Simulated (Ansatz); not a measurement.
# AgAsS3: relaxing a made-up structure

This structure for AgAsS3 is made up. Its elements were placed in a known structure type with a cell scaled to their sizes. What cell does the guess relax to, and how far off was it?

Program: Ansatz 0.2.0. Level of theory: DFT, PBEsol, plane-wave PAW, files of the set soft_1, scalar-relativistic, no spin, cell and ions relaxed at zero pressure; PAW set soft_1. Results are calculated unless marked as measured.

**1. Set-up**

It takes space group Pm-3m (No. 221, cubic). Conventional cell: a = 4.767 Å, b = 4.767 Å, c = 4.767 Å, α = 90.00°, β = 90.00°, γ = 90.00°. Nearest to Ag lie 12 S at 3.37 Å. As has 6 S at 2.38 Å nearest. Nearest to S lie 2 As at 2.38 Å. Farther neighbours and most contacts between anions are not listed.

**2. Relaxation of the guess**

The guess takes its coordinates from another compound and its volume from a rule, so the cell and any free coordinates are relaxed together.

Input file input.yaml:

```yaml
crystal:
  lattice:
    - [4.767, 0.0, 0.0]
    - [0.0, 4.767, 0.0]
    - [0.0, 0.0, 4.767]
  atoms:
    - { symbol: Ag, position: [0.0, 0.0, 0.0] }
    - { symbol: As, position: [0.5, 0.5, 0.5] }
    - { symbol: S, position: [0.0, 0.5, 0.5] }
    - { symbol: S, position: [0.5, 0.0, 0.5] }
    - { symbol: S, position: [0.5, 0.5, 0.0] }
kpoints:
  mp_grid: { grid: [6, 6, 6] }
scf:
  occupations: { method: fermi_dirac, width: 0.05 }
hamiltonian:
  xc: pbesol
  pseudopotentials: { kind: paw, azcp: { folder: soft_1 }, xc_functional: pbe }
relax:
  f_tol: 0.015
  max_steps: 70
  cell: {}
output:
  forces: true
  stress: true
```

On the command line:

```console
$ ansatz run input.yaml --threads 4 --pin off --max-ram 8192MiB --backend cpu --events-out ev --progress --plain --runs-dir out
```

Numbers of over 12 decimals in the logs are rounded to 6 here.

What it wrote:

```text
Engine: ansatz 0.2.0, x86_64-unknown-linux-gnu
Pseudopotentials: kind: paw
Pseudopotential: Ag, paw, valence charge 19, recommended cutoff 420 eV (normal), soft_1/Ag.paw.azcp
Pseudopotential: As, paw, valence charge 15, recommended cutoff 420 eV (normal), soft_1/As.paw.azcp
Pseudopotential: S, paw, valence charge 6, recommended cutoff 420 eV (normal), soft_1/S.paw.azcp
Functional definition: PBEsol
  exchange = pbesol_x
  correlation = pbesol_c
Crystal: 5 atoms, lattice volume = 108.327 Å³
Basis set: ecut = 420 eV, 2103 PW (Γ), exchange–correlation on 64×64×64 points (8 copies of the dense FFT grid, shifted against one another)
Bands: 32, of which v1, the nominal top of the filled ones, is band 26 counted from 1 (25 counted from 0)
Symmetry: 48 space group operations
Space group: Pm-3m (ITA 221), of the structure as read, at distance tolerance 4.8e-5 Å
k-points: 20 of 216
Non-local potential: Ag, projectors of the file, l = 0: 3, l = 1: 2, l = 2: 2, l = 3: 1
Non-local potential: As, projectors of the file, l = 0: 2, l = 1: 2, l = 2: 3, l = 3: 1
Non-local potential: S, projectors of the file, l = 0: 2, l = 1: 2, l = 2: 1
PAW form: soft (Blöchl's): semilocal exchange-correlation on the pseudo side does not see the compensation charge
PAW frozen core: Ag, regenerated for the run's functional, and the local potential with it (the file was generated under x = pbe(κ = 0.804, μ = 0.219515), c = pbe(β = 0.066725))
PAW frozen core: As, regenerated for the run's functional, and the local potential with it (the file was generated under x = pbe(κ = 0.804, μ = 0.219515), c = pbe(β = 0.066725))
PAW frozen core: S, regenerated for the run's functional, and the local potential with it (the file was generated under x = pbe(κ = 0.804, μ = 0.219515), c = pbe(β = 0.066725))
PAW one-centre angular grid: Ag, 590 points (default); XC on 64 Gauss nodes
PAW one-centre angular grid: As, 590 points (default); XC on 64 Gauss nodes
PAW one-centre angular grid: S, 110 points (default); XC on 64 Gauss nodes
Initial density: superposition of atomic densities (chi_scale 0.1, normalization cell, long waves kept (reshape's long-wave potential 0.02 eV rms))
Initial wavefunctions: pseudopotential atomic-orbital guess
Functional: x = pbesol(κ = 0.804, μ = 0.123457), c = pbesol(β = 0.046)
SCF iter   1: F=—  HF=-14987.680275 eV  |F-HF|=—  |Δ(HF+E_count)|=         —  Δρ=3.33e-2  dr2=1.79e0  ethr=3.10e-3  ⟨swp⟩=7.0  Hψ=2883  notcnv=0  defer=1
preconditioner: auto → Resta (q_TF=auto, 2.414 Å⁻¹)  ε∞=6.6  [insulator: Δε(μ)=0.145 eV  Ē_g=8.773 eV  σ=0.050 eV  W_gap=0.50  n_scr=26 (ndim 8)  ℏωp=20.8 eV  f_vac=0.000  D(μ)=3.59/eV (n_scr^D=26)  ε∞_Penn≈6.6]
SCF iter   2: F=—  HF=-14987.256359 eV  |F-HF|=—  |Δ(HF+E_count)|=   4.24e-1  Δρ=1.35e-2  dr2=3.77e-1  ethr=3.10e-3  ⟨swp⟩=2.6  Hψ=1117  notcnv=0  defer=14
preconditioner: auto → Kerker (q_TF=auto, 2.414 Å⁻¹)  [metal: Δε(μ)=0.031 eV  Ē_g=8.532 eV  σ=0.050 eV  W_gap=0.15  n_scr=26 (ndim 8)  ℏωp=20.8 eV  f_vac=0.001  D(μ)=3.48/eV (n_scr^D=26)]
SCF iter   3: F=—  HF=-14987.177455 eV  |F-HF|=—  |Δ(HF+E_count)|=   7.89e-2  Δρ=4.49e-3  dr2=5.16e-2  ethr=7.24e-4  ⟨swp⟩=2.9  Hψ=950  notcnv=0  defer=15
SCF iter   4: F=—  HF=-14987.167946 eV  |F-HF|=—  |Δ(HF+E_count)|=   9.51e-3  Δρ=1.38e-3  dr2=1.80e-3  ethr=9.93e-5  ⟨swp⟩=2.9  Hψ=1050  notcnv=0  defer=15
SCF iter   5: F=—  HF=-14987.167958 eV  |F-HF|=—  |Δ(HF+E_count)|=   1.14e-5  Δρ=3.51e-4  dr2=4.53e-4  ethr=3.46e-6  ⟨swp⟩=2.3  Hψ=1066  notcnv=0  defer=9
SCF iter   6: F=—  HF=-14987.167789 eV  |F-HF|=—  |Δ(HF+E_count)|=   1.68e-4  Δρ=2.19e-4  dr2=9.57e-5  ethr=8.71e-7  ⟨swp⟩=2.0  Hψ=948  notcnv=0  defer=9
SCF iter   7: F=—  HF=-14987.167952 eV  |F-HF|=—  |Δ(HF+E_count)|=   1.62e-4  Δρ=1.04e-4  dr2=1.38e-5  ethr=1.84e-7  ⟨swp⟩=2.2  Hψ=960  notcnv=0  defer=9
SCF iter   8: F=—  HF=-14987.167952 eV  |F-HF|=—  |Δ(HF+E_count)|=   1.45e-7  Δρ=1.54e-5  dr2=3.17e-7  ethr=2.66e-8  ⟨swp⟩=2.0  Hψ=892  notcnv=0  defer=9
SCF iter   9: F=-14987.167952 eV  HF=-14987.167952 eV  |F-HF|=2.02e-9  |Δ(HF+E_count)|=   2.03e-7  Δρ=3.01e-6  dr2=7.59e-9  ethr=1.92e-10  ⟨swp⟩=5.0  Hψ=2442  notcnv=0
SCF 1 converged in 9 iterations: F = -14987.167952 eV  dr2 = 7.59e-9
  greatest PAW one-centre occupation: 1.001 electrons in one spin orbital (limit 2), on the Ag atom at site 0 (counted from 0), in its partial waves of l = 0
relax step   1: F+E_penalty+E_count = -14987.16795172 eV  Δ(F+E_penalty+E_count) = +0.000e0 eV  max|allowed force component| = 3.513e-29 eV/Å  Δτ_max = 0.0000 Å  P = -3.328 GPa  Ω = 108.327 Å³  (9 SCF iters, dr2 threshold 1.00e-7 eV, accepted)
Crystal: 5 atoms, lattice volume = 103.929 Å³
Basis set: ecut = 420 eV, 2007 PW (Γ), exchange–correlation on 64×64×64 points (8 copies of the dense FFT grid, shifted against one another)
Initial density: handed on by an earlier stage of this run
Initial wavefunctions: those handed on with the density
iter 1 solved again at ethr=2.88e-6 eV; its pass at ethr=3.10e-3 eV (dr2=1.50e-3 eV) is discarded
SCF iter   1: F=—  HF=-14987.231664 eV  |F-HF|=—  |Δ(HF+E_count)|=         —  Δρ=1.06e-3  dr2=1.43e-3  ethr=2.88e-6  ⟨swp⟩=2.4  Hψ=3741  notcnv=0
preconditioner: auto → Kerker (q_TF=auto, 2.431 Å⁻¹)  [metal: Δε(μ)=0.057 eV  Ē_g=8.642 eV  σ=0.050 eV  W_gap=0.27  n_scr=26 (ndim 8)  ℏωp=21.2 eV  f_vac=0.000  D(μ)=2.68/eV (n_scr^D=18)]
SCF iter   2: F=—  HF=-14987.231542 eV  |F-HF|=—  |Δ(HF+E_count)|=   1.22e-4  Δρ=6.58e-4  dr2=6.52e-4  ethr=2.75e-6  ⟨swp⟩=1.0  Hψ=640  notcnv=0
SCF iter   3: F=—  HF=-14987.231451 eV  |F-HF|=—  |Δ(HF+E_count)|=   9.11e-5  Δρ=1.22e-4  dr2=3.19e-5  ethr=1.25e-6  ⟨swp⟩=2.2  Hψ=879  notcnv=0
SCF iter   4: F=—  HF=-14987.231590 eV  |F-HF|=—  |Δ(HF+E_count)|=   1.39e-4  Δρ=6.72e-5  dr2=1.18e-5  ethr=6.13e-8  ⟨swp⟩=2.1  Hψ=913  notcnv=0
SCF iter   5: F=—  HF=-14987.231587 eV  |F-HF|=—  |Δ(HF+E_count)|=   2.35e-6  Δρ=1.70e-5  dr2=7.06e-7  ethr=2.27e-8  ⟨swp⟩=3.0  Hψ=1139  notcnv=0
SCF iter   6: F=-14987.231587 eV  HF=-14987.231587 eV  |F-HF|=2.62e-8  |Δ(HF+E_count)|=   1.19e-7  Δρ=7.95e-6  dr2=6.59e-8  ethr=9.62e-10  ⟨swp⟩=5.0  Hψ=2245  notcnv=0
SCF 2 converged in 6 iterations: F = -14987.231587 eV  dr2 = 6.59e-8
  greatest PAW one-centre occupation: 1.000 electrons in one spin orbital (limit 2), on the Ag atom at site 0 (counted from 0), in its partial waves of l = 0
relax step   2: F+E_penalty+E_count = -14987.23158718 eV  Δ(F+E_penalty+E_count) = -6.364e-2 eV  max|allowed force component| = 1.998e-30 eV/Å  Δτ_max = 0.0000 Å  P = -1.157 GPa  Ω = 103.929 Å³  energy of the carried Pulay correction = +8.760e-4 eV  (6 SCF iters, dr2 threshold 5.00e-7 eV, accepted)
Crystal: 5 atoms, lattice volume = 101.728 Å³
Basis set: ecut = 420 eV, 1935 PW (Γ), exchange–correlation on 64×64×64 points (8 copies of the dense FFT grid, shifted against one another)
iter 1 solved again at ethr=7.85e-7 eV; its pass at ethr=3.10e-3 eV (dr2=4.08e-4 eV) is discarded
SCF iter   1: F=—  HF=-14987.239112 eV  |F-HF|=—  |Δ(HF+E_count)|=         —  Δρ=5.93e-4  dr2=3.99e-4  ethr=7.85e-7  ⟨swp⟩=1.9  Hψ=3712  notcnv=0
preconditioner: auto → Kerker (q_TF=auto, 2.440 Å⁻¹)  [metal: Δε(μ)=0.041 eV  Ē_g=8.720 eV  σ=0.050 eV  W_gap=0.20  n_scr=26 (ndim 8)  ℏωp=21.5 eV  f_vac=0.000  D(μ)=2.70/eV (n_scr^D=18)]
SCF iter   2: F=—  HF=-14987.239206 eV  |F-HF|=—  |Δ(HF+E_count)|=   9.41e-5  Δρ=3.61e-4  dr2=1.71e-4  ethr=7.66e-7  ⟨swp⟩=1.0  Hψ=640  notcnv=0
SCF iter   3: F=—  HF=-14987.239186 eV  |F-HF|=—  |Δ(HF+E_count)|=   2.03e-5  Δρ=6.75e-5  dr2=8.14e-6  ethr=3.28e-7  ⟨swp⟩=2.2  Hψ=922  notcnv=0
SCF iter   4: F=—  HF=-14987.239183 eV  |F-HF|=—  |Δ(HF+E_count)|=   2.51e-6  Δρ=3.49e-5  dr2=3.18e-6  ethr=1.56e-8  ⟨swp⟩=2.0  Hψ=852  notcnv=0
iter 5 did not close the SCF: its close was put off for the readings that it lacked (scf_convergence_deferred on its scf_iter line)
SCF iter   5: F=-14987.239182 eV  HF=-14987.239182 eV  |F-HF|=2.03e-7  |Δ(HF+E_count)|=   5.76e-7  Δρ=1.06e-5  dr2=2.54e-7  ethr=6.12e-9  ⟨swp⟩=3.0  Hψ=1174  notcnv=0
SCF iter   6: F=-14987.239182 eV  HF=-14987.239182 eV  |F-HF|=8.62e-9  |Δ(HF+E_count)|=   6.18e-8  Δρ=4.73e-6  dr2=2.41e-8  ethr=4.88e-10  ⟨swp⟩=3.0  Hψ=2579  notcnv=0
SCF 3 converged in 6 iterations: F = -14987.239182 eV  dr2 = 2.41e-8
relax step   3: F+E_penalty+E_count = -14987.23918242 eV  Δ(F+E_penalty+E_count) = -7.595e-3 eV  max|allowed force component| = 1.026e-30 eV/Å  Δτ_max = 0.0000 Å  P = +0.143 GPa  Ω = 101.728 Å³  energy of the carried Pulay correction = +1.328e-3 eV  (6 SCF iters, dr2 threshold 5.00e-7 eV, accepted)
Crystal: 5 atoms, lattice volume = 101.956 Å³
iter 1 solved again at ethr=1.55e-8 eV; its pass at ethr=3.10e-3 eV (dr2=8.06e-6 eV) is discarded
SCF iter   1: F=—  HF=-14987.239104 eV  |F-HF|=—  |Δ(HF+E_count)|=         —  Δρ=6.44e-5  dr2=4.53e-6  ethr=1.55e-8  ⟨swp⟩=3.0  Hψ=3505  notcnv=0
preconditioner: auto → Kerker (q_TF=auto, 2.439 Å⁻¹)  [metal: Δε(μ)=0.060 eV  Ē_g=8.725 eV  σ=0.050 eV  W_gap=0.27  n_scr=26 (ndim 8)  ℏωp=21.4 eV  f_vac=0.000  D(μ)=2.67/eV (n_scr^D=18)]
SCF iter   2: F=—  HF=-14987.239238 eV  |F-HF|=—  |Δ(HF+E_count)|=   1.34e-4  Δρ=3.90e-5  dr2=1.84e-6  ethr=8.72e-9  ⟨swp⟩=1.1  Hψ=644  notcnv=0
SCF iter   3: F=—  HF=-14987.239238 eV  |F-HF|=—  |Δ(HF+E_count)|=   1.69e-7  Δρ=7.42e-6  dr2=7.46e-8  ethr=3.55e-9  ⟨swp⟩=2.2  Hψ=922  notcnv=0
iter 4 did not close the SCF: its close was put off for the readings that it lacked (scf_convergence_deferred on its scf_iter line)
SCF iter   4: F=-14987.239238 eV  HF=-14987.239238 eV  |F-HF|=1.53e-8  |Δ(HF+E_count)|=   3.29e-8  Δρ=3.60e-6  dr2=2.86e-8  ethr=1.44e-10  ⟨swp⟩=2.2  Hψ=973  notcnv=0
iter 5 did not close the SCF: its close was put off for the readings that it lacked (scf_convergence_deferred on its scf_iter line)
SCF iter   5: F=-14987.239238 eV  HF=-14987.239238 eV  |F-HF|=1.92e-9  |Δ(HF+E_count)|=   3.46e-9  Δρ=1.09e-6  dr2=2.50e-9  ethr=5.51e-11  ⟨swp⟩=2.9  Hψ=1162  notcnv=0
SCF iter   6: F=-14987.239238 eV  HF=-14987.239238 eV  |F-HF|=1.47e-10  |Δ(HF+E_count)|=  5.33e-10  Δρ=5.19e-7  dr2=2.97e-10  ethr=4.81e-12  ⟨swp⟩=2.0  Hψ=2110  notcnv=0
SCF 4 converged in 6 iterations: F = -14987.239238 eV  dr2 = 2.97e-10
relax step   4: F+E_penalty+E_count = -14987.23923789 eV  Δ(F+E_penalty+E_count) = -5.547e-5 eV  max|allowed force component| = 1.683e-30 eV/Å  Δτ_max = 0.0000 Å  P = +0.001 GPa  Ω = 101.956 Å³  energy of the carried Pulay correction = +1.281e-3 eV  (6 SCF iters, dr2 threshold 5.14e-8 eV, accepted)
Initial wavefunctions: pseudopotential atomic-orbital guess (no wavefunctions were taken with the density)
iter 1 solved again at ethr=8.87e-7 eV; its pass at ethr=3.10e-3 eV (dr2=4.61e-4 eV) is discarded
SCF iter   1: F=—  HF=-14987.237861 eV  |F-HF|=—  |Δ(HF+E_count)|=         —  Δρ=8.50e-5  dr2=1.10e-6  ethr=8.87e-7  ⟨swp⟩=3.2  Hψ=4624  notcnv=0
eigensolver tolerance schedule: the retry pair's looser diagonalisation over-reported the residual by 417.88 of it (diagonalisation noise at 0.14 of the residual, at the tolerance the schedule requests for it); recorded, not acted on — ethr = c·dr2/N_el stays at c = 1.0e-1
preconditioner: auto → Kerker (q_TF=auto, 2.439 Å⁻¹)  [metal: Δε(μ)=0.060 eV  Ē_g=8.726 eV  σ=0.050 eV  W_gap=0.27  n_scr=26 (ndim 8)  ℏωp=21.4 eV  f_vac=0.000  D(μ)=2.67/eV (n_scr^D=18)]
SCF iter   2: F=—  HF=-14987.237990 eV  |F-HF|=—  |Δ(HF+E_count)|=   1.29e-4  Δρ=4.29e-5  dr2=3.40e-7  ethr=2.12e-9  ⟨swp⟩=2.6  Hψ=1224  notcnv=0
SCF iter   3: F=—  HF=-14987.237990 eV  |F-HF|=—  |Δ(HF+E_count)|=   4.85e-7  Δρ=1.14e-5  dr2=3.93e-8  ethr=6.54e-10  ⟨swp⟩=2.0  Hψ=1152  notcnv=0
SCF iter   4: F=—  HF=-14987.237990 eV  |F-HF|=—  |Δ(HF+E_count)|=   1.10e-8  Δρ=1.53e-6  dr2=2.06e-9  ethr=7.55e-11  ⟨swp⟩=2.0  Hψ=988  notcnv=0
SCF iter   5: F=—  HF=-14987.237990 eV  |F-HF|=—  |Δ(HF+E_count)|=  3.64e-12  Δρ=5.59e-7  dr2=6.16e-10  ethr=3.96e-12  ⟨swp⟩=2.0  Hψ=1076  notcnv=0
SCF iter   6: F=—  HF=-14987.237990 eV  |F-HF|=—  |Δ(HF+E_count)|=  9.82e-11  Δρ=1.71e-7  dr2=6.04e-11  ethr=1.19e-12  ⟨swp⟩=2.0  Hψ=1026  notcnv=0
SCF iter   7: F=-14987.237990 eV  HF=-14987.237990 eV  |F-HF|=0.00e0  |Δ(HF+E_count)|=  5.46e-12  Δρ=3.60e-8  dr2=2.40e-12  ethr=1.00e-12  ⟨swp⟩=4.8  Hψ=2237  notcnv=0
SCF 5 converged in 7 iterations: F = -14987.237990 eV  dr2 = 2.40e-12
relax step   5: F+E_penalty+E_count = -14987.23799022 eV  Δ(F+E_penalty+E_count) = +1.248e-3 eV  max|allowed force component| = 1.210e-30 eV/Å  Δτ_max = 0.0000 Å  P = -0.000 GPa  Ω = 101.956 Å³  stress off target by 2.41e-4 GPa  SCF on the basis re-selected at this cell (its energy is not comparable with the rows above)  (7 SCF iters)
basis re-selected at this cell: Δ(F+E_penalty+E_count) = +1.248e-3 eV, ΔP = -0.001 GPa vs the last step (what re-selecting the basis moved, of the pressure what is left beyond the Pulay correction that the steps carried, after the strain that the cell walked since its last selection, with what the two solves' SCF thresholds leave and, on support functions, any second-order correction that the steps lacked; it is no m [...]
SCF converged after 7 iterations
Free energy (F): -14987.237990 eV
Harris-Foulkes:  -14987.237990 eV  (|F-HF|=0.00e0)
Internal energy: -14987.214991 eV  (E = F + TS)
E sigma→0 (E₀):  -14987.226491 eV
Entropy (-TS):   -0.022999 eV (-4.600 meV/atom)
Fermi energy:    7.662972 eV
--- Per-component energies (eV) ---
  E_band       = -638.920560
  E_kinetic    = 878.815690
  E_local      = -5625.873931  (includes V_loc(G=0)·N_el)
  E_nonlocal   = -247.705112
  E_hartree    = 2760.272100
  E_xc         = -487.078099
  E_vxc        = -515.726136  (∫ρ·V_xc dr)
  E_paw        = -7640.122547  (= ΣΔE_a)
  E_vpaw       = -648.975679  (= ΣTr[D̂ρ^β])
  E_aug_tail   = 0.000368  (compensation charges beyond the density's cutoff)
  E_ewald      = -4626.998479
  E_core_change = 1.475018  (= ΣΔE_core)
  E_smearing   = -0.022999  (= −TS)
  E_closure    = -0.000000  (closes the sum)
  Σ components = -14987.237990   (vs F -14987.237990, Δ=0.00e0)
--- Forces (eV/Å), atoms counted from 1 ---
  atom   1  Ag    -0.00000000    -0.00000000     0.00000000
  atom   2  As    -0.00000000    -0.00000000     0.00000000
  atom   3  S      0.00000000     0.00000000     0.00000000
  atom   4  S     -0.00000000    -0.00000000     0.00000000
  atom   5  S     -0.00000000     0.00000000     0.00000000
  max |Σ_I F_I| component: 2.50e-30 eV/Å
--- Stress (GPa, compression-positive) ---
       -0.000241       0.000000      -0.000000
        0.000000      -0.000241       0.000000
       -0.000000       0.000000      -0.000241
  P = ⅓ Tr σ = -0.0002 GPa (-0.002 kbar)
--- Relaxed structure (4 steps of the walk, 4 accepted, 1 SCFs on fresh bases) ---
  F+E_penalty+E_count = -14987.23799022 eV   max|allowed force component| = 1.210e-30 eV/Å   (the final SCF, on the basis selected at the relaxed cell)
  cell:  # Å, volume = 101.9560 Å³
    - [4.671656, 0, 0]
    - [0, 4.671656, 0]
    - [0, 0, 4.671656]
  atoms:
    - { symbol: Ag, position: [0, 0, 0] }
    - { symbol: As, position: [0.5, 0.5, 0.5] }
    - { symbol: S, position: [0, 0.5, 0.5] }
    - { symbol: S, position: [0.5, 0, 0.5] }
    - { symbol: S, position: [0.5, 0.5, 0] }
```

Elapsed: 4.2 s, on 4 threads of Intel Xeon at 2.60GHz (Ice Lake), shared host; peak memory 0.52 GiB.

Relaxation path:

```tsv
step	energy less that of the first step (eV)	largest force component (eV/Å)	pressure (GPa)	volume (Å³)
1	0.0000	0.0000	-3.33	108.33
2	-0.0636	0.0000	-1.16	103.93
3	-0.0712	0.0000	0.14	101.73
4	-0.0713	0.0000	0.00	101.96
5*	-0.0700	0.0000	0.00	101.96
```

Relaxation steps marked * repeat the geometry before them on a plane-wave basis chosen anew for their cell, so energy and pressure can jump there.

The run keeps the 48 symmetry operations that it works with, so distortions that break them were not tested.

```tsv
conventional cell, symmetrised	before	after	change
a (Å)	4.767	4.672	-2.0 %
b (Å)	4.767	4.672	-2.0 %
c (Å)	4.767	4.672	-2.0 %
volume (Å³/atom)	21.67	20.39	-5.9 %
```

The relaxed structure:

```
Ag As S
1.0
     4.67166    0.00000    0.00000
     0.00000    4.67166    0.00000
     0.00000    0.00000    4.67166
Ag As S
1 1 3
Direct
  0.00000 0.00000 0.00000
  0.50000 0.50000 0.50000
  0.00000 0.50000 0.50000
  0.50000 0.00000 0.50000
  0.50000 0.50000 0.00000
```

Numbers from this step:

```
free energy             : -14987.2380 eV
energy at zero smearing : -14987.2265 eV
smearing term TS        : 0.02300 eV
Fermi energy            : 7.663 eV
electrons               : 52
symmetry operations     : 48
pressure                : -2.41e-4 GPa
```

Shortest distances by pair of elements, guess and relaxed (not always the same contact):

```tsv
pair	guess (Å)	relaxed (Å)
As–S	2.384	2.336
Ag–S	3.371	3.303
S–S	3.371	3.303
Ag–As	4.128	4.046
Ag–Ag	4.767	4.672
```

The relaxation ends with a pressure of 0.00 GPa.

**3. What came out**

```yaml
space_group_relaxed: Pm-3m
conventional_cell: a = 4.672, b = 4.672, c = 4.672 Å; α = 90.0°, β = 90.0°, γ = 90.0°
volume_per_atom: 20.39 Å³ (guess 21.67)
```

What this shows: AgAsS3 relaxes to Pm-3m with a = 4.672, b = 4.672 and c = 4.672 Å. The guessed volume was 6 % too large. The space group Pm-3m was held in the relaxation, so the end point is a stationary structure within it and may be a saddle against distortions or other arrangements. Mesh and cutoff weren't tested. No dispersion term is used, so weakly bound directions may come out too long. The runs have no spin, and magnetism wasn't tested. Nothing here tests whether the compound is stable against decomposition.

[Logs are printed without paths, hosts, clocks, repeated set-up lines and the standing remarks that a program may print on its own settings, such as how far it seeks lower states.]

[Hosts, paths, dates, database ids (printed as entryN), source tags and the programs' standing remarks are cut or masked in the printed files.]
